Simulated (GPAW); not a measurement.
## Ta: optical spectrum from first principles

Aim: the dielectric function of Ta, and the optical constants that follow from it.

Calculated with GPAW 26.7.0; DFT, PBE, plane-wave PAW (GPAW data sets), scalar-relativistic, RPA, optical limit.

## (1) Starting point

The structure is cubic, space group Im-3m (No. 229). Conventional cell: a = 3.303 Å, b = 3.303 Å, c = 3.303 Å, α = 90.00°, β = 90.00°, γ = 90.00°. Ta has 8 Ta at 2.86 Å nearest.

Coordinates:

```cif
data_structure
_symmetry_space_group_name_H-M 'Im-3m'
_symmetry_Int_Tables_number 229
_cell_length_a 3.3026
_cell_length_b 3.3026
_cell_length_c 3.3026
_cell_angle_alpha 90.000
_cell_angle_beta 90.000
_cell_angle_gamma 90.000
_cell_volume 36.02
loop_
_atom_site_label
_atom_site_type_symbol
_atom_site_symmetry_multiplicity
_atom_site_Wyckoff_symbol
_atom_site_fract_x
_atom_site_fract_y
_atom_site_fract_z
_atom_site_occupancy
Ta1 Ta 2 a 0.00000 0.00000 0.00000 1
```

## (2) Ground state

First the ground state: is it a metal or has it a gap?

This step: DFT, PBE, plane-wave PAW (GPAW data sets), scalar-relativistic, ground state (GPAW 26.7.0).

gs.py

```python
from ase import Atoms
from ase.dft.bandgap import bandgap
from gpaw import GPAW, PW, FermiDirac

atoms = Atoms(['Ta'],
              cell=[[-1.651280000000, 1.651280000000, 1.651280000000],
                    [1.651280000000, -1.651280000000, 1.651280000000],
                    [1.651280000000, 1.651280000000, -1.651280000000]],
              scaled_positions=[[0.000000000000, 0.000000000000, 0.000000000000]],
              pbc=[True, True, True])
atoms.calc = GPAW(mode=PW(500), xc='PBE', kpts={'size': (9, 9, 9), 'gamma': True},
                  occupations=FermiDirac(0.05), maxiter=150, txt='gs.txt')
print('energy (eV)', atoms.get_potential_energy())
print('Fermi level (eV)', atoms.calc.get_fermi_level())
print('valence electrons', atoms.calc.get_number_of_electrons())
print('gap (eV)', bandgap(atoms.calc, output=None)[0])
print('direct gap (eV)', bandgap(atoms.calc, direct=True, output=None)[0])
atoms.calc.write('gs.gpw')
```

The run is started by

```console
$ OMP_NUM_THREADS=1 python gs.py
```

Numbers of over 12 decimals in the logs are rounded to 6 here.

The program printed:

```text
__  _  _
 | _ |_)|_||  |
 |__||  | ||/\| - 26.7.0

Versions:
  Python: 3.12.14
  ASE:    3.29.0
  Numpy:  2.5.5
  Scipy:  1.18.1
  Libxc:  7.0.0

Input parameters:
  mode=PW(ecut=500.0),
  kpts=MonkhorstPack(size=(9, 9, 9), gamma=True),
  maxiter=150,
  occupations=Occupations(name='fermi-dirac', width=0.05, fixmagmom=False),
  xc=XC(name='PBE')

Diagonalizing LCAO Hamiltonian
Converting LCAO to pw mode

       Ta

Atoms  # Å, Bohr magnetons
|   | symbol |        x |        y |        z |    initial magnetic moments |
| 0 |     Ta | 0.000000 | 0.000000 | 0.000000 | ( 0.0000,  0.0000,  0.0000) |

Unit cell  # Å
| periodic |         x |         y |         z |  lengths |     angles |
|      yes | -1.651280 |  1.651280 |  1.651280 | 2.860101 | 109.471221 |
|      yes |  1.651280 | -1.651280 |  1.651280 | 2.860101 | 109.471221 |
|      yes |  1.651280 |  1.651280 | -1.651280 | 2.860101 | 109.471221 |

Number of symmetries: 48
Symmetry operations  # r_c * U_cc + t_c -> r_c
|    | kind |            matrix            |
|  0 |  σ   |  1, 1, 1,  0, 0,-1,  0,-1, 0 |
|  1 |  C4  |  1, 1, 1,  0, 0,-1, -1, 0, 0 |
|  2 |  C2  |  1, 1, 1,  0,-1, 0,  0, 0,-1 |
|  3 |  S6  |  1, 1, 1,  0,-1, 0, -1, 0, 0 |
|  4 |  S6  |  1, 1, 1, -1, 0, 0,  0, 0,-1 |
|  5 |  C4  |  1, 1, 1, -1, 0, 0,  0,-1, 0 |
|  6 |  E   |  1, 0, 0,  0, 1, 0,  0, 0, 1 |
|  7 |  σ   |  1, 0, 0,  0, 1, 0, -1,-1,-1 |
|  8 |  σ   |  1, 0, 0,  0, 0, 1,  0, 1, 0 |
|  9 |  C3  |  1, 0, 0,  0, 0, 1, -1,-1,-1 |
| 10 |  C3  |  1, 0, 0, -1,-1,-1,  0, 1, 0 |
| 11 |  σ   |  1, 0, 0, -1,-1,-1,  0, 0, 1 |
| 12 |  σ   |  0, 1, 0,  1, 0, 0,  0, 0, 1 |
| 13 |  C2  |  0, 1, 0,  1, 0, 0, -1,-1,-1 |
| 14 |  C3  |  0, 1, 0,  0, 0, 1,  1, 0, 0 |
| 15 |  S4  |  0, 1, 0,  0, 0, 1, -1,-1,-1 |
| 16 |  S4  |  0, 1, 0, -1,-1,-1,  1, 0, 0 |
| 17 |  C3  |  0, 1, 0, -1,-1,-1,  0, 0, 1 |
| 18 |  C3  |  0, 0, 1,  1, 0, 0,  0, 1, 0 |
| 19 |  S4  |  0, 0, 1,  1, 0, 0, -1,-1,-1 |
| 20 |  σ   |  0, 0, 1,  0, 1, 0,  1, 0, 0 |
| 21 |  C3  |  0, 0, 1,  0, 1, 0, -1,-1,-1 |
| 22 |  C2  |  0, 0, 1, -1,-1,-1,  1, 0, 0 |
| 23 |  S4  |  0, 0, 1, -1,-1,-1,  0, 1, 0 |
| 24 |  C4  |  0, 0,-1,  1, 1, 1,  0,-1, 0 |
| 25 |  σ   |  0, 0,-1,  1, 1, 1, -1, 0, 0 |
| 26 |  S6  |  0, 0,-1,  0,-1, 0,  1, 1, 1 |
| 27 |  C2  |  0, 0,-1,  0,-1, 0, -1, 0, 0 |
| 28 |  C4  |  0, 0,-1, -1, 0, 0,  1, 1, 1 |
| 29 |  S6  |  0, 0,-1, -1, 0, 0,  0,-1, 0 |
| 30 |  S6  |  0,-1, 0,  1, 1, 1,  0, 0,-1 |
| 31 |  C4  |  0,-1, 0,  1, 1, 1, -1, 0, 0 |
| 32 |  C4  |  0,-1, 0,  0, 0,-1,  1, 1, 1 |
| 33 |  S6  |  0,-1, 0,  0, 0,-1, -1, 0, 0 |
| 34 |  σ   |  0,-1, 0, -1, 0, 0,  1, 1, 1 |
| 35 |  C2  |  0,-1, 0, -1, 0, 0,  0, 0,-1 |
| 36 |  C2  | -1, 0, 0,  1, 1, 1,  0, 0,-1 |
| 37 |  S6  | -1, 0, 0,  1, 1, 1,  0,-1, 0 |
| 38 |  S6  | -1, 0, 0,  0, 0,-1,  1, 1, 1 |
| 39 |  C2  | -1, 0, 0,  0, 0,-1,  0,-1, 0 |
| 40 |  C2  | -1, 0, 0,  0,-1, 0,  1, 1, 1 |
| 41 |  i   | -1, 0, 0,  0,-1, 0,  0, 0,-1 |
| 42 |  S4  | -1,-1,-1,  1, 0, 0,  0, 1, 0 |
| 43 |  C3  | -1,-1,-1,  1, 0, 0,  0, 0, 1 |
| 44 |  C3  | -1,-1,-1,  0, 1, 0,  1, 0, 0 |
| 45 |  σ   | -1,-1,-1,  0, 1, 0,  0, 0, 1 |
| 46 |  S4  | -1,-1,-1,  0, 0, 1,  1, 0, 0 |
| 47 |  C2  | -1,-1,-1,  0, 0, 1,  0, 1, 0 |

BZ-sampling:
  Number of BZ points: 729
  Number of IBZ points: 35

  Monkhorst-Pack size: [9, 9, 9]
  Monkhorst-Pack shift: [0, 0, 0]

K-points  # in reciprocal-cell coordinates
|     |                                coordinates |     weight |
|   0 | (  0.00000000,   0.00000000,   0.00000000) | 0.00137174 |
|   1 | (  0.11111111,   0.00000000,   0.00000000) | 0.01646091 |
|   2 | (  0.11111111,   0.11111111,  -0.11111111) | 0.00823045 |
|   3 | (  0.22222222,   0.00000000,  -0.11111111) | 0.03292181 |
|   4 | (  0.22222222,   0.00000000,   0.00000000) | 0.01646091 |
|   5 | (  0.22222222,   0.11111111,  -0.11111111) | 0.03292181 |
|   6 | (  0.22222222,   0.22222222,  -0.22222222) | 0.00823045 |
|   7 | (  0.33333333,  -0.11111111,  -0.11111111) | 0.01097394 |
|   8 | (  0.33333333,   0.00000000,  -0.11111111) | 0.06584362 |
|   9 | (  0.33333333,   0.00000000,   0.00000000) | 0.01646091 |
| ... |                                            |            |
|  34 | (  0.44444444,   0.44444444,   0.44444444) | 0.01097394 |

Plane wave coefficients: 470
Cutoff: 500.0 eV

Spin-components: 1 (collinear spins)
Bands:           12
Projectors:      6
Spin-degeneracy: 2
Datatype:        complex128

Parallelization:
  kpt:    1
  domain: 1
  band:   1

Density:
  Valence electrons: 13.0
  Components: 1
  Grid points: [15 15 15]
  Charge: 0.0  # |e|

Potential:
  Grid points: [15 15 15]

species:
  Ta:
    name:    Tantalum
    id:
    Z:       73.0
    valence: 13
    core:    60
    charge:  0.0  # [|e|]
    compensation charges:
      type: gauss
      rc: 0.42  # [Å]
      lmax: 2
    cutoffs:
      filter: 2.36  # [Å]
      core: 3.45  # [Å]
    projectors
    | kind |    occ | energy [eV] | rcut [Å] |
    |   5s |  2.000 |     -72.790 |    1.365 |
    |   6s |  2.000 |      -5.429 |    1.365 |
    |   5p |  6.000 |     -39.427 |    1.349 |
    |   6p |  0.000 |      -1.396 |    1.349 |
    |   5d |  3.000 |      -3.603 |    1.307 |
    |    d |        |      23.609 |    1.307 |

    Using partial waves for Ta as LCAO basis

Reference energy: -424172.441401  # eV

eigensolver:
  PPCG
  Converge bands: occupied
  niter=2

density mixing:
  MSR1-Mixer
  Pratt-step length: 0.05
  Maximum mixing coefficient: 0.75
  Old densities: 10
  SVD Regularization: 0.005
  Good broyden scale: 1.0
  Trust region scale: 1.0
  Backstep threshold: 4.0
  History deletion threshold: 6.0
  Fourier metric: weight=20.0, sigma=0.015

occupation numbers:
  Fermi-Dirac:
    width: 0.0500  # eV

poisson solver:
  ecut: 4000.0  # eV

xc functional:
  name: PBE with 2 nearest neighbor stencil

convergence criteria:
- Maximum [total energy] change in last 3 cyles: 0.0005 eV / valence electron
- Maximum integral of absolute [dens]ity change: 0.0001 electrons / valence electron
- Maximum integral of absolute [eigenst]ate change: 4e-08 eV^2 / valence electron
maximum number of iterations: 150

SCF iterations
|iter     |      energy | eigst |  dens |
|iter:   1||   -9.996957 | -0.04 |       |
|iter:   2||   -9.969323 | -2.78 | -1.27 |
|iter:   3||   -9.836755 | -1.64 | -1.30 |
|iter:   4||   -9.842440 | -3.27 | -2.01 |
|iter:   5||   -9.844437 | -4.20 | -2.35 |
|iter:   6||   -9.844439c| -6.31 | -3.85 |
|iter:   7||   -9.844439c| -7.46c| -4.26c|

Converged in 7 steps
SCF loop duration: 2.304 s (0.329 s/step)
Energy contributions relative to reference atoms: (reference = -424172.441401)

Energy contributions:
  Kinetic:           8.864399
  Coulomb:          -9.221598
  Zero:             -0.254607
  External:          0.000000
  Xc:               -9.223250
  Entropy:          -0.018767
  Spinorbit:         0.000000
  ----------------------------
  Free energy:      -9.853822
  Extrapolated:     -9.844439

dipole moment: (-5.930490, -5.930490, -5.930490)  # |e|*Ang

Fermi level: 11.874
Eigenvalues  # (at kpt = [0.000, 0.000, 0.000])
| band index |      eig [eV] | occ [0-2] |
|          0 |       -55.138 |     2.000 |
|          1 |       -21.288 |     2.000 |
|          2 |       -21.288 |     2.000 |
|          3 |       -21.288 |     2.000 |
|          4 |         3.948 |     2.000 |
|          5 |        12.555 |     0.000 |
|          6 |        12.555 |     0.000 |
|          7 |        12.555 |     0.000 |
|          8 |        15.796 |     0.000 |
|          9 |        15.796 |     0.000 |
|         10 |        37.752 |     0.000 |
|         11 |        37.752 |     0.000 |

No gap
No difference between direct/indirect transitions

--- standard output ---
energy (eV) -9.844439
Fermi level (eV) 11.874114
valence electrons 13.0
gap (eV) 0.0
direct gap (eV) 0.0
```

Run time: 3.9 s. Hardware: 1 thread of Arm Neoverse V2, shared host; peak memory 0.12 GiB.

This step gave:

| Quantity | Value |
| --- | --- |
| energy | -9.844 eV |
| Fermi energy | 11.87 eV |
| electrons | 13 |

There are states at the Fermi level within the smearing, so the occupations stay smeared and the carriers get a Drude term.

## (3) Bands for the response

The response needs many more empty bands than the density does.

This step: DFT, PBE, plane-wave PAW (GPAW data sets), scalar-relativistic, bands at fixed density (GPAW 26.7.0).

nscf.py

```python
from ase.dft.bandgap import bandgap
from gpaw import GPAW, FermiDirac

calc = GPAW('gs.gpw').fixed_density(kpts={'size': (21, 21, 21), 'gamma': True}, nbands=25, convergence={'bands': 19},
                                    occupations=FermiDirac(0.05), txt='nscf.txt')
print('gap (eV)', bandgap(calc, output=None)[0])
print('direct gap (eV)', bandgap(calc, direct=True, output=None)[0])
print('top band over the Fermi level (eV)', min(calc.get_eigenvalues(kpt=k)[18] for k in range(len(calc.get_ibz_k_points()))) - calc.get_fermi_level())
calc.write('full.gpw', mode='all')
```

The run is started by

```console
$ OMP_NUM_THREADS=1 python nscf.py
```

The program printed:

```text
Diagonalizing LCAO Hamiltonian
Converting LCAO to pw mode
convergence criteria:
- Maximum integral of absolute [eigenst]ate change: 4e-08 eV^2 / valence electron
maximum number of iterations: 150

SCF iterations
|iter     |      energy | eigst |  dens |
|iter:   1||             | +3.04 |       |
|iter:   2||             | +0.57 |       |
|iter:   3||             | -1.68 |       |
|iter:   4||             | -3.82 |       |
|iter:   5||             | -5.88 |       |
|iter:   6||             | -7.40 |       |
|iter:   7||             | -8.42c|       |
SCF steps: 7
  __  _  _
 | _ |_)|_||  |
 |__||  | ||/\| - 26.7.0

Versions:
  Python: 3.12.14
  ASE:    3.29.0
  Numpy:  2.5.5
  Scipy:  1.18.1
  Libxc:  7.0.0

Input parameters:
  mode=PW(ecut=500.0),
  convergence={'bands': 19},
  gpts=array([15, 15, 15]),
  kpts=MonkhorstPack(size=(21, 21, 21), gamma=True),
  maxiter=150,
  nbands=25,
  occupations=Occupations(name='fermi-dirac', width=0.05, fixmagmom=False),
  parallel={},
  xc=XC(name='PBE')

--- standard output ---
gap (eV) 0.0
direct gap (eV) 0.0
top band over the Fermi level (eV) 29.055822
```

Run time: 32 s. Hardware: 1 thread; peak memory 0.21 GiB.

(Continued in part 2 of 2.)

[Machine, clock and banner lines and Python warnings are left out of the logs.]

[Logs are printed without paths, hosts, clocks, repeated set-up lines and the standing remarks that a program may print on its own settings, such as how far it seeks lower states.]

[Hosts, paths, dates, database ids (printed as entryN), source tags and the programs' standing remarks are cut or masked in the printed files.]
